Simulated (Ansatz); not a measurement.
## What SiHg2 (model cell, started as antifluorite) distorts into

Aim: this structure of SiHg2 (model cell, started as antifluorite) is to be tested for unstable modes, and one is followed downhill.

Main program and level: Ansatz 0.2.0; DFT PBEsol, scalar-relativistic, plane waves, PAW.

The structure was built from a prototype and need not be the compound's stable phase.

### 1. The starting structure

The structure is cubic, space group Fm-3m (No. 225). Conventional cell: a = 6.427 Å, b = 6.427 Å, c = 6.427 Å, α = 90.00°, β = 90.00°, γ = 90.00°. Si has 8 Hg at 2.78 Å nearest. Nearest to Hg lie 4 Si at 2.78 Å. Farther neighbours are not listed.

### 2. Phonons on a q mesh

The cell comes from relaxations at this level that are not shown. Stability and thermal properties need the whole zone. Linear response on a 4×4×4 q mesh gives force constants as far as a supercell of that size would.

Contents of input.yaml:

```yaml
crystal:
  lattice:
    - [0.0, 3.2133606144, 3.2133606144]
    - [3.2133606144, 0.0, 3.2133606144]
    - [3.2133606144, 3.2133606144, 0.0]
  atoms:
    - { symbol: Si, position: [0.0, 0.0, 0.0] }
    - { symbol: Hg, position: [0.25, 0.25, 0.25] }
    - { symbol: Hg, position: [0.75, 0.75, 0.75] }
kpoints:
  mp_grid: { grid: [12, 12, 12] }
hamiltonian:
  xc: pbesol
scf:
  occupations: { method: methfessel_paxton, width: 0.15 }
output:
  eigenvalues: true
phonons:
  method: dfpt
  qmesh: [4, 4, 4]
  temperatures: { t_max: 1000, t_step: 50 }
  qpath:
    path:
      - [[0.0, 0.0, 0.0], [0.5, 0.0, 0.5], [0.625, 0.25, 0.625]]
      - [[0.375, 0.375, 0.75], [0.0, 0.0, 0.0], [0.5, 0.5, 0.5], [0.5, 0.25, 0.75], [0.5, 0.0, 0.5]]
    npoints: 10
```

Started as:

```sh
$ ansatz run input.yaml --threads 4 --pin off --max-ram 7168MiB --backend cpu --events-out ev --progress --plain --runs-dir out
```

Numbers of over 12 decimals in the logs are rounded to 6 here.

The log of the run:

```text
Warning: phonons: the dynamical matrix that this run interpolates holds no multipole term above the dipole-dipole one, and a site of this crystal is no centre of inversion, so its interpolated transverse optical and acoustic branches and sound speeds can stay off near Gamma, and the density of states and the thermodynamics with them. What a run solves at a wave vector of phonons.qpoints, Gamma apart, where the deck admits one, is free of this, and under fd what a larger phonons.supercell samples
Engine: ansatz 0.2.0, aarch64-unknown-linux-gnu
Pseudopotentials: kind: paw
Pseudopotential: Si, paw, valence charge 4, recommended cutoff 420 eV (normal), Si.paw.azcp
Pseudopotential: Hg, paw, valence charge 20, recommended cutoff 420 eV (normal), Hg.paw.azcp
Functional definition: PBEsol
  exchange = pbesol_x
  correlation = pbesol_c
Crystal: 3 atoms, lattice volume = 66.360 Å³
Basis set: ecut = 420 eV, 1291 PW (Γ), exchange–correlation on 64×64×64 points (8 copies of the dense FFT grid, shifted against one another)
Bands: 27, of which v1, the nominal top of the filled ones, is band 22 counted from 1 (21 counted from 0)
Symmetry: 48 space group operations
k-points: 72 of 1728
Non-local potential: Si, projectors of the file, l = 0: 2, l = 1: 2, l = 2: 2
Non-local potential: Hg, projectors of the file, l = 0: 3, l = 1: 2, l = 2: 2, l = 3: 1
PAW form: soft (Blöchl's): semilocal exchange-correlation on the pseudo side does not see the compensation charge
PAW frozen core: Si, regenerated for the run's functional, and the local potential with it (the file was generated under x = pbe(κ = 0.804, μ = 0.219515), c = pbe(β = 0.066725))
PAW frozen core: Hg, regenerated for the run's functional, and the local potential with it (the file was generated under x = pbe(κ = 0.804, μ = 0.219515), c = pbe(β = 0.066725))
PAW one-centre angular grid: Si, 110 points (default); XC on 64 Gauss nodes
PAW one-centre angular grid: Hg, 590 points (default); XC on 64 Gauss nodes
Initial density: superposition of atomic densities (neutral atoms: chi_scale 0, normalization atom), corrected by the library's trained network
Initial wavefunctions: pseudopotential atomic-orbital guess
Functional: x = pbesol(κ = 0.804, μ = 0.123457), c = pbesol(β = 0.046)
SCF iter   1: F=—  HF=-27956.717046 eV  |F-HF|=—  |Δ(HF+E_count)|=         —  Δρ=4.48e-3  dr2=1.96e-2  ethr=1.77e-3  ⟨swp⟩=5.1  Hψ=7678  notcnv=0
preconditioner: auto → Kerker (q_TF=auto, 2.548 Å⁻¹)  [metal: Δε(μ)=0.061 eV  Ē_g=10.356 eV  σ=0.150 eV  W_gap=0.33  n_scr=14 (ndim 8)  ℏωp=24.1 eV  f_vac=0.053  D(μ)=0.83/eV (n_scr^D=0)]
SCF iter   2: F=—  HF=-27956.714092 eV  |F-HF|=—  |Δ(HF+E_count)|=   2.95e-3  S|Δr|=    0.00e0  Δρ=2.52e-3  dr2=7.79e-3  ethr=4.47e-5  ⟨swp⟩=2.2  Hψ=3205  notcnv=0
SCF iter   3: F=—  HF=-27956.711645 eV  |F-HF|=—  |Δ(HF+E_count)|=   2.45e-3  S|Δr|=    0.00e0  Δρ=5.09e-4  dr2=4.73e-4  ethr=1.77e-5  ⟨swp⟩=2.0  Hψ=2596  notcnv=0
SCF iter   4: F=—  HF=-27956.711607 eV  |F-HF|=—  |Δ(HF+E_count)|=   3.78e-5  S|Δr|=    0.00e0  Δρ=2.48e-4  dr2=8.78e-5  ethr=1.08e-6  ⟨swp⟩=2.0  Hψ=2165  notcnv=0
SCF iter   5: F=—  HF=-27956.711652 eV  |F-HF|=—  |Δ(HF+E_count)|=   4.53e-5  S|Δr|=    0.00e0  Δρ=8.68e-5  dr2=9.62e-6  ethr=2.00e-7  ⟨swp⟩=2.0  Hψ=2589  notcnv=0
SCF iter   6: F=—  HF=-27956.711679 eV  |F-HF|=—  |Δ(HF+E_count)|=   2.68e-5  S|Δr|=    0.00e0  Δρ=1.79e-5  dr2=1.60e-7  ethr=2.19e-8  ⟨swp⟩=2.0  Hψ=2873  notcnv=0
SCF iter   7: F=—  HF=-27956.711675 eV  |F-HF|=—  |Δ(HF+E_count)|=   3.63e-6  S|Δr|=    0.00e0  Δρ=4.70e-6  dr2=1.02e-8  ethr=3.64e-10  ⟨swp⟩=2.0  Hψ=2924  notcnv=0
SCF iter   8: F=—  HF=-27956.711675 eV  |F-HF|=—  |Δ(HF+E_count)|=   2.81e-8  S|Δr|=    0.00e0  Δρ=7.31e-7  dr2=3.06e-10  ethr=2.32e-11  ⟨swp⟩=2.0  Hψ=2895  notcnv=0
SCF iter   9: F=—  HF=-27956.711675 eV  |F-HF|=—  |Δ(HF+E_count)|=   1.73e-9  S|Δr|=    0.00e0  Δρ=2.29e-7  dr2=2.86e-11  ethr=1.00e-12  ⟨swp⟩=2.0  Hψ=2913  notcnv=0
SCF iter  10: F=-27956.711675 eV  HF=-27956.711675 eV  |F-HF|=3.64e-12  |Δ(HF+E_count)|=  4.00e-11  S|Δr|=    0.00e0  Δρ=4.54e-8  dr2=1.24e-12  ethr=1.00e-12  ⟨swp⟩=7.6  Hψ=8598  notcnv=0
SCF 1 converged in 10 iterations: F = -27956.711675 eV  dr2 = 1.24e-12
  greatest PAW one-centre occupation: 1.000 electrons in one spin orbital (limit 2), on the Hg atom at site 2 (counted from 0), in its partial waves of l = 0
Initial density: read from a saved state, or passed on in memory by an earlier SCF of this step, an earlier step, the calling program or the single point that the run made first
iter 1 solved again at ethr=2.88e-8 eV; its pass at ethr=3.10e-3 eV (dr2=1.27e-5 eV) is discarded
SCF iter   1: F=—  HF=-27956.711674 eV  |F-HF|=—  |Δ(HF+E_count)|=         —  Δρ=3.71e-7  dr2=7.93e-11  ethr=2.88e-8  ⟨swp⟩=3.6  Hψ=12979  notcnv=0
eigensolver tolerance schedule: the retry pair's looser diagonalisation over-reported the residual by 159781.36 of it (diagonalisation noise at an unbounded share of the residual, at the tolerance the schedule requests for it); recorded, not acted on — ethr = c·dr2/N_el stays at c = 1.0e-1
preconditioner: auto → Kerker (q_TF=auto, 2.548 Å⁻¹)  [metal: Δε(μ)=0.040 eV  Ē_g=10.361 eV  σ=0.150 eV  W_gap=0.22  n_scr=14 (ndim 8)  ℏωp=24.1 eV  f_vac=0.047  D(μ)=0.84/eV (n_scr^D=0)]
SCF iter   2: F=—  HF=-27956.711675 eV  |F-HF|=—  |Δ(HF+E_count)|=   1.95e-6  S|Δr|=    0.00e0  Δρ=2.46e-7  dr2=3.21e-11  ethr=1.00e-12  ⟨swp⟩=3.1  Hψ=4528  notcnv=0
SCF iter   3: F=—  HF=-27956.711675 eV  |F-HF|=—  |Δ(HF+E_count)|=  1.46e-11  S|Δr|=    0.00e0  Δρ=1.51e-7  dr2=1.24e-11  ethr=1.00e-12  ⟨swp⟩=1.0  Hψ=1944  notcnv=0
SCF iter   4: F=-27956.711675 eV  HF=-27956.711675 eV  |F-HF|=7.28e-12  |Δ(HF+E_count)|=    0.00e0  S|Δr|=    0.00e0  Δρ=5.94e-8  dr2=1.99e-12  ethr=1.00e-12  ⟨swp⟩=3.0  Hψ=4787  notcnv=0
SCF 2 converged in 4 iterations: F = -27956.711675 eV  dr2 = 1.99e-12
phonons: the bands overlap, so this run is a metal and interpolates without the dipole-dipole term. If the crystal is really an insulator or semiconductor, its LO-TO splitting is missing
NSCF: frozen V_eff on 72 k-points
NSCF: frozen V_eff on 163 k-points
DFPT response loops at q = (0, 0, 0) (fractional): preconditioner auto → Kerker (q_TF=auto, 2.548 Å⁻¹) (partly filled bands, converged f_vac=0.047); β = 1.00, the filter's whole step (`scf.mixing.beta` (0.50) is not read by the response loops under this deck's `scf.mixing.preconditioner`; to damp them name `kerker` or `kerker_dos`, under which they read `scf.mixing.beta`, and type it under 1.00, their step now; both keys bind the ground state too); Broyden in place of MSR1
NSCF: frozen V_eff on 1872 k-points
DFPT response loops at q = (0, 0, 0.25) (fractional): mixed as the last ones told, above
NSCF: frozen V_eff on 952 k-points
DFPT response loops at q = (0, 0, -0.5) (fractional): mixed as the last ones told, above
NSCF: frozen V_eff on 1020 k-points
DFPT response loops at q = (0, 0.25, 0.25) (fractional): mixed as the last ones told, above
NSCF: frozen V_eff on 3456 k-points
DFPT response loops at q = (0, 0.25, -0.5) (fractional): mixed as the last ones told, above
phonons.qmesh, q = [0.0000, 0.2500, -0.5000]: its response loops start from zero, take more passes and end by a threshold: the memory limit or budget leaves too little room for the subspace of the ground state's own states beside the solves, or none could be made (phonons.method)
NSCF: frozen V_eff on 1872 k-points
DFPT response loops at q = (0, 0.25, -0.25) (fractional): mixed as the last ones told, above
NSCF: frozen V_eff on 560 k-points
DFPT response loops at q = (0, -0.5, -0.5) (fractional): mixed as the last ones told, above
NSCF: frozen V_eff on 1020 k-points
DFPT response loops at q = (0.25, -0.5, -0.25) (fractional): mixed as the last ones told, above
SCF converged after 10 iterations
Stability not checked: this state was not tested for a lower state beside it, because cold or Methfessel-Paxton smearing, or corrected tetrahedra, fill the levels in a way that the test cannot read (fill_not_monotonic; see scf.lower_state_search)
Free energy (F): -27956.711675 eV
Harris-Foulkes:  -27956.711675 eV  (|F-HF|=3.64e-12)
Internal energy: -27956.712741 eV  (E = F + TS)
E sigma→0 (E₀):  -27956.711942 eV
Entropy (-TS):   0.001065 eV (0.355 meV/atom)
Fermi energy:    12.714249 eV
--- Per-component energies (eV) ---
  E_band       = -850.539575
  E_kinetic    = 1246.834300
  E_local      = -5851.782814  (includes V_loc(G=0)·N_el)
  E_nonlocal   = 176.093240
  E_hartree    = 2518.582448
  E_xc         = -493.322696
  E_vxc        = -571.193546  (∫ρ·V_xc dr)
  E_paw        = -20098.360375  (= ΣΔE_a)
  E_vpaw       = -887.657541  (= ΣTr[D̂ρ^β])
  E_aug_tail   = 0.001807  (compensation charges beyond the density's cutoff)
  E_ewald      = -5455.447514
  E_core_change = 0.688863  (= ΣΔE_core)
  E_smearing   = 0.001065  (= −TS)
  E_closure    = -0.000000  (closes the sum)
  Σ components = -27956.711675   (vs F -27956.711675, Δ=0.00e0)
--- Band table (eV; the first three rows and the last of 72) ---
  k-point 0: bands = [... 18 lower, 6.5067, 12.4238, 14.0733, 14.0733, 14.0733, 14.1928, 14.5612, 14.5612, ... 1 higher]
  k-point 1: bands = [... 18 lower, 6.4611, 12.0668, 12.9251, 13.7863, 13.7863, 14.3940, 14.9084, 14.9084, ... 1 higher]
  k-point 2: bands = [... 18 lower, 6.3316, 10.8411, 12.3060, 13.4270, 13.4270, 15.0619, 15.4060, 15.4060, ... 1 higher]
  k-point 71: bands = [... 18 lower, 7.2118, 8.1361, 8.1361, 9.4246, 15.2887, 15.2887, 16.7049, 17.1861, ... 1 higher]
--- Phonons (Γ-DFPT): 2 representative perturbations + reference (Σ response iterations 6) ---
  ASR residual: 2.912e-5 → 0.000e0 eV/Å²; symmetrization residual: 7.688e-6 eV/Å²
  ASR residual per site (eV/Å²): 1.58e-5 2.91e-5 2.91e-5
  Γ frequencies (cm⁻¹): 0.00 0.00 0.00 71.52 71.52 71.52 127.02 127.02 127.02
--- Phonons (arbitrary-q DFPT): 8 irreducible q on the 4×4×4 mesh ---
  q = [0.0000, 0.0000, 0.0000] (star 1, of the zone-centre solve; hermiticity 6.76e-6, symmetrization 2.95e-12): 0.00 0.00 0.00 71.52 71.52 71.52 127.02 127.02 127.02
  q = [0.0000, 0.0000, 0.2500] (star 8, 2 solved perturbations on 936 of 1728 k-point pairs; hermiticity 1.44e-6, symmetrization 6.50e-12): 20.26 20.26 51.28 60.90 66.97 66.97 145.93 145.93 179.86
  q = [0.0000, 0.0000, -0.5000] (star 4, 2 solved perturbations on 476 of 1728 k-point pairs; hermiticity 1.75e-5, symmetrization 1.74e-5): 28.09 28.09 35.96 63.97 63.97 70.49 162.57 162.57 214.13
  q = [0.0000, 0.2500, 0.2500] (star 6, 4 solved perturbations in 1608 linear systems a pass and spin channel, the states on 510 of 1728 k-point pairs; hermiticity 2.98e-6, symmetrization 1.27e-12): 18.18 18.18 57.93 58.47 58.47 64.30 160.62 160.62 174.58
  q = [0.0000, 0.2500, -0.5000] (star 24, 4 solved perturbations in 5328 linear systems a pass and spin channel, the states on 1728 of 1728 k-point pairs; hermiticity 1.08e-5, symmetrization 3.22e-12): 24.24 28.05 33.82 52.46 56.06 77.28 175.55 187.75 206.81
  q = [0.0000, 0.2500, -0.2500] (star 12, 4 solved perturbations in 2892 linear systems a pass and spin channel, the states on 936 of 1728 k-point pairs; hermiticity 2.41e-6, symmetrization 4.86e-13): 26.39 34.63 37.98 60.36 61.46 69.22 170.52 191.12 201.90
  q = [0.0000, -0.5000, -0.5000] (star 3, 4 solved perturbations in 886 linear systems a pass and spin channel, the states on 280 of 1728 k-point pairs; hermiticity 2.57e-6, symmetrization 1.61e-8): -14.32 32.40 32.40 37.77 37.77 86.17 182.18 182.18 215.17
  q = [0.2500, -0.5000, -0.2500] (star 6, 4 solved perturbations in 1544 linear systems a pass and spin channel, the states on 510 of 1728 k-point pairs; hermiticity 3.83e-5, symmetrization 1.91e-5): -15.39 40.11 45.41 45.41 47.17 80.58 203.20 205.31 205.31
  sum rule: each row above includes the acoustic sum rule's correction from the zone centre's row sums; it moved no ω² by more than (0.39 cm⁻¹)²
  mesh force constants: q→R imaginary residual 5.64e-18; ASR residual 2.912e-5 → 0.000e0 eV/Å²; symmetrization residual 4.885e-15 eV/Å²
  interpolated dispersion: 62 rows × 9 modes
  density of states and harmonic sums: on the 20×20×20 q-mesh, interpolated from the force constants of a 4×4×4 supercell (no non-analytic term)
  largest difference from the sums on the solved wave vectors: F 2.22e-2 eV, S 2.69e-5 and C_V 4.72e-6 eV/K
  zero-point energy: 0.051096 eV/cell   skipped modes (ω ≤ 0): 41, of them read as no rigid motion or as one in doubt: 38 (1.324e-1 modes/cell left out, lowest -16.05 cm⁻¹)   left out of the sums: 1.48e-2 of the cell's modes: C_V's classical limit lies that fraction below 3 k_B per atom; for a crystal, a wire or a layer, F and S can be off by more, and a phonons.interpolated_qmesh denser along its periods is the remedy for the sampling
```

Elapsed: 20 min, on 4 threads of Arm Neoverse V1, shared host; peak memory 4.4 GiB; 80 min of CPU time.

This step gave:

- volume per atom: 22.12 Å³
- gap on the k-mesh: 0 eV
- sum-rule residual before enforcement: 2.91e-5 eV/Å²
- lowest frequency on the path: -16.05 cm⁻¹
- point group: m-3m
- highest frequency on the path or at a solved wavevector: 215.2 cm⁻¹
- highest optical mode at the zone centre (no LO-TO term): 127.0 cm⁻¹
- lowest optical zone-centre mode: 71.52 cm⁻¹
- lowest mode on the q mesh (acoustic modes at Γ apart): -15.39 cm⁻¹

Frequencies (cm⁻¹) solved at each irreducible wavevector; negative means imaginary. Frequencies by wavevector, by row:

```
q in reciprocal lattice units  star  mode 1  mode 2  mode 3  mode 4  mode 5  mode 6  mode 7  mode 8  mode 9
                        0 0 0     1       0       0       0    71.5    71.5    71.5     127     127     127
                     0 0 0.25     8    20.3    20.3    51.3    60.9      67      67   145.9   145.9   179.9
                     0 0 -0.5     4    28.1    28.1      36      64      64    70.5   162.6   162.6   214.1
                  0 0.25 0.25     6    18.2    18.2    57.9    58.5    58.5    64.3   160.6   160.6   174.6
                  0 0.25 -0.5    24    24.2    28.1    33.8    52.5    56.1    77.3   175.6   187.8   206.8
                 0 0.25 -0.25    12    26.4    34.6      38    60.4    61.5    69.2   170.5   191.1   201.9
                  0 -0.5 -0.5     3   -14.3    32.4    32.4    37.8    37.8    86.2   182.2   182.2   215.2
              0.25 -0.5 -0.25     6   -15.4    40.1    45.4    45.4    47.2    80.6   203.2   205.3   205.3
```

Interpolated from a 4×4×4 q mesh. The phonon branches at the labelled points (cm⁻¹):

```csv
point,branch 1,branch 2,branch 3,branch 4,branch 5,branch 6,branch 7,branch 8,branch 9
Γ,0,0,0,72,72,72,127,127,127
halfway,18,18,58,58,58,64,161,161,175
X,-14,32,32,38,38,86,182,182,215
halfway,-16,32,38,41,41,85,183,191,213
U,-12,32,36,48,51,82,183,206,208
jump to K,-12,32,36,48,51,82,183,206,208
halfway,22,30,52,58,64,66,155,172,184
Γ,0,0,0,72,72,72,127,127,127
halfway,20,20,51,61,67,67,146,146,180
L,28,28,36,64,64,70,163,163,214
halfway,24,32,34,56,57,75,178,186,214
W,-15,40,45,45,47,81,203,205,205
halfway,-16,39,40,41,41,84,191,192,211
X,-14,32,32,38,38,86,182,182,215
```

The phonon branches as a text plot (rows in cm⁻¹):

```
    210 |           *********                  *********** ******
    201 |         **    ** ****               *         *****
    191 |        *     *     ***             *         **    **
    181 |       * ***********  **           *        ***       **
    172 |      ***           ** **                 ***
    162 |    ***               * ***       *   *****
    153 |   ***                 *         *  **
    143 |  **                    ****    * **
    133 | **                      ****  ***
    124 |*                           ****
    114 |
    104 |
     95 |
     85 |         *********                              ********
     75 |**     **         ****     ******        *******
     66 |  *****               ******    ***********
     56 |    ****         ***** **          **      *****
     47 |   *   ****    ***    * *         ** **         *****
     37 |        *  ************  **      *     **** ************
     27 |  *      ***  **   ******  *    *   **********
     18 | * ******              ******    ***          *
      8 | **               *        **  **              *
     -2 |*          *                 **
    -11 |            ******                              ********
         Γ           X  U|K            Γ         L        W     X
```

Symmetry leaves 8 wavevectors to solve. The lowest mode among them, the acoustic zeros apart, lies at q = (0.25, -0.5, -0.25) and is imaginary, 15.4i cm⁻¹, so the energy falls along it.

### 3. The mode frozen in, largest atomic shift 0 Å

The mode followed lies at q = (0.25, -0.5, -0.25) with frequency 15.4i cm⁻¹, the softest among the wavevectors solved. At small amplitude the distorted cell has space group no. 142 by a symmetry search on the positions. The undistorted cell that holds it gives the zero of energy on the same k mesh.

System of this step: SiHg2 (model cell, started as antifluorite). It takes space group Fm-3m (No. 225, cubic). The conventional cell has a = 6.427 Å, b = 6.427 Å, c = 6.427 Å, α = 90.00°, β = 90.00°, γ = 90.00°. Nearest to Si lie 8 Hg at 2.78 Å. Nearest to Hg lie 4 Si at 2.78 Å. Farther neighbours are not listed.

Contents of input.yaml:

```yaml
crystal:
  lattice:
    - [0.0, 0.0, -6.4267212288]
    - [6.4267212288, 0.0, 0.0]
    - [3.2133606144, -6.4267212288, -3.2133606144]
  atoms:
    - { symbol: Si, position: [0.75, 0.25, 0.5] }
    - { symbol: Si, position: [0.25, 0.75, 0.5] }
    - { symbol: Si, position: [0.5, 0.5, 0.0] }
    - { symbol: Si, position: [0.0, 0.0, 0.0] }
    - { symbol: Hg, position: [0.625, 0.625, 0.25] }
    - { symbol: Hg, position: [0.125, 0.125, 0.25] }
    - { symbol: Hg, position: [0.375, 0.875, 0.75] }
    - { symbol: Hg, position: [0.875, 0.375, 0.75] }
    - { symbol: Hg, position: [0.375, 0.375, 0.75] }
    - { symbol: Hg, position: [0.875, 0.875, 0.75] }
    - { symbol: Hg, position: [0.125, 0.625, 0.25] }
    - { symbol: Hg, position: [0.625, 0.125, 0.25] }
kpoints:
  mp_grid: { grid: [6, 6, 6] }
hamiltonian:
  xc: pbesol
scf:
  occupations: { method: methfessel_paxton, width: 0.15 }
output:
  forces: true
  stress: true
  eigenvalues: true
```

The log of the run:

```text
[...]
Crystal: 12 atoms, lattice volume = 265.441 Å³
Basis set: ecut = 420 eV, 5221 PW (Γ), exchange–correlation on 90×90×108 points (8 copies of the dense FFT grid, shifted against one another)
Bands: 106, of which v1, the nominal top of the filled ones, is band 88 counted from 1 (87 counted from 0)
Symmetry: 64 space group operations
[...]
k-points: 30 of 216
[...]
k-point 0: bands = [... 84 lower, 10.2380, 10.8286, 12.4190, 14.0682, 14.0682, 14.0682, 14.1960, 14.3952, ... 14 higher]
  k-point 1: bands = [... 84 lower, 10.4145, 10.8907, 12.0658, 13.0378, 13.3370, 13.3370, 13.6060, 13.6060, ... 14 higher]
  k-point 2: bands = [... 84 lower, 10.8994, 11.0895, 11.3180, 12.0086, 12.0086, 12.0892, 12.4372, 12.4372, ... 14 higher]
  k-point 29: bands = [... 84 lower, 12.5266, 12.5266, 12.7026, 12.7026, 13.1094, 13.1094, 13.3806, 13.3806, ... 14 higher]
[key lines of the parts left out:]
SCF converged after 7 iterations
Free energy (F): -111826.854371 eV
Fermi energy:    12.651957 eV
P = ⅓ Tr σ = 0.0453 GPa (0.453 kbar)
```

Run time: 15 s. Hardware: 4 threads; peak memory 1.2 GiB.

This step gave:

| Property | Result |
| --- | --- |
| pressure | 0.04533 GPa |
| energy from the undistorted cell | 0 meV/atom |

The run ends at a pressure of 0.05 GPa.

(Continued in part 2 of 2.)

[Logs are printed without paths, hosts, clocks, repeated set-up lines and the standing remarks that a program may print on its own settings, such as how far it seeks lower states.]

[Hosts, paths, dates, database ids (printed as entryN), source tags and the programs' standing remarks are cut or masked in the printed files.]
